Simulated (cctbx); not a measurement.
## Symmetry from intensities

Cell: a = 5.7240 Å, b = 5.7240 Å, c = 14.2740 Å, α = 90.00°, β = 90.00°, γ = 120.00°. Expected content of the cell: Pb3 Se6 Ni9 Ca3.

The data are simulated with cctbx, not measured: Ga Kα, λ = 1.3414 Å, to d = 0.83 Å, 70 % of the full sphere, strongest reflection 5000 counts, noise from counting, a 6 % proportional error and a noise floor of 2 counts (s.d.); no absorption.

Tests on the unmerged data give:

```text
2043 reflections to d = 0.830 A
centring   violations  <I/sigma> of those
    A        286 of  1010      3.0
    B        303 of  1022      3.1
    C        299 of  1008      3.3
    I        293 of  1024      3.0
    R          0 of  1382     -0.0
    F        444 of  1520      3.2
Laue class    unique    Rint  (classes that these axes allow; Friedel mates merged)
R -3 :H           161   0.050
R -3 m :H         107   0.051
space group    extra absences  I>4sigma  <I/sigma>
R 3 2 :H                0          0         -  acentric
R 3 m :H                0          0         -  acentric
R -3 m :H               0          0         -  centric
Wilson B = 1.55 A^2   <|E^2-1|> = 0.688 (0.968 centric, 0.736 acentric)   E^2>4: 0.0 %
shell (A)         n   <I/sigma>
 4.76 - 1.66     18     24.5
 1.66 - 1.33     16     25.2
 1.33 - 1.16     10     26.8
 1.16 - 1.06     17     23.8
 1.06 - 0.98     11     24.7
 0.98 - 0.92     14     21.4
 0.92 - 0.88     14     23.3
 0.88 - 0.84      7     22.5
```

**Question.** What are the lattice type, the Laue class and the likely space group?

The reflections that R centring forbids are absent (⟨I/σ⟩ near 0), so the lattice is R.

Rint stays low (0.050) up to R -3 m :H, the highest class in these axes.

3 settings pass the absence test. No glide or screw absences show, which leaves R 3 2, R 3 m and R -3 m.

⟨|E²−1|⟩ = 0.688 leans to a non-centrosymmetric structure. Here that hint misleads: the statistic assumes many like atoms on general positions, and few, heavy or special-position atoms break it. The Wilson B of 1.55 Å² means U ≈ 0.0196 Å².

The true group is R-3m (no. 166), Laue class -3m, centrosymmetric. The tables only narrow the choice to the tied entries; cell content, site symmetry and trial solutions must settle it.

This is a model crystal, built by substitution and not relaxed, with assumed displacement parameters.

[Logs are printed without paths, hosts, clocks, repeated set-up lines and the standing remarks that a program may print on its own settings, such as how far it seeks lower states.]
